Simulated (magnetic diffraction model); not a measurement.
# DyCd2I7: what an assumed order does to the neutron pattern

Space group C2/c (no. 15), a = 18.2950 Å, b = 9.0220 Å, c = 11.6720 Å, β = 123.61°.

| site | atom | x | y | z |
| --- | --- | --- | --- | --- |
| 4e | Dy | 0 | 0.9881 | 3/4 |
| 8f | I | 0.5906 | 0.3383 | 0.0809 |
| 8f | I | 0.6959 | 0.6206 | 0.3507 |
| 8f | I | 0.8710 | 0.2378 | 0.5410 |
| 4e | I | 0 | 0.6182 | 3/4 |
| 8f | Cd | 0.7008 | 0.9961 | 0.3097 |

This is a made-up structure (elements placed in a structure type, unrelaxed), so the numbers test the method and describe no known phase.

Only Dy is taken to order (form factors of Dy3+); orders and moment sizes are assumed, and not adapted to the symmetry. Radiation: neutrons of λ = 2.41 Å (absorption by Cd and Dy left out), 3° to 40°; isotropic B of 0.49 Å² (Dy), 0.45 Å² (I) and 0.5 Å² (Cd). Simulated constant-wavelength pattern: nuclear and magnetic terms add, the magnetic one as |2.695 fm × Σ f S⊥ exp(2πi Q·r) exp(−B s²)|², summed over all Q at one angle with the factor 1/(sin²θ cos θ). For collinear order S is the moment m, which repeats by lattice and centring translations R with the sign exp(−2πi k·R). Free-ion form factors, Sears's scattering lengths of 1992, no absorption; a label names one of the reflections at its angle. The strongest nuclear line in the range is 100, and lines under 0.2 are left out.

Assume the order k = (0 0 0), collinear moments along [010], 7.1 μB on Dy; signs + at (0, 0.9881, 3/4), + at (0, 0.0119, 1/4).

Predict the pattern, nuclear and magnetic parts apart.

```csv
2θ (°),index,nuclear,magnetic
17.86,(1 1 0),100.0,28.7
18.20,(2 0 0),15.0,53.5
19.48,(1 1 -1),1.4,0.2
23.96,(2 0 -2),33.0,30.4
25.92,(1 1 1),0.0,0.2
27.61,(3 1 -1),0.2,0.2
28.71,(0 0 2),19.7,20.9
29.27,(1 1 -2),5.8,28.7
30.79,(3 1 -2),19.5,26.7
30.99,(0 2 0),8.2,0.0
31.60,(3 1 0),17.2,25.7
31.73,(4 0 -2),10.8,16.9
34.92,(2 2 -1),0.1,0.1
36.17,(2 2 0),4.4,6.5
36.88,(4 0 0),4.1,12.2
38.24,(1 1 2),7.7,18.8
39.54,(2 2 -2),14.4,7.8
```

The strongest magnetic line in the range is (2 0 0) at 18.20° (53.5). On top of the Lorentz factor, which all lines share, magnetic lines fade with angle because f falls: for Dy3+ it is 0.96, 0.84, 0.69 and 0.41 at sin θ/λ = 0.1, 0.2, 0.3 and 0.5 Å⁻¹, while nuclear lengths stay constant. The net moment is 14.20 μB a primitive cell.

[Logs are printed without paths, hosts, clocks, repeated set-up lines and the standing remarks that a program may print on its own settings, such as how far it seeks lower states.]
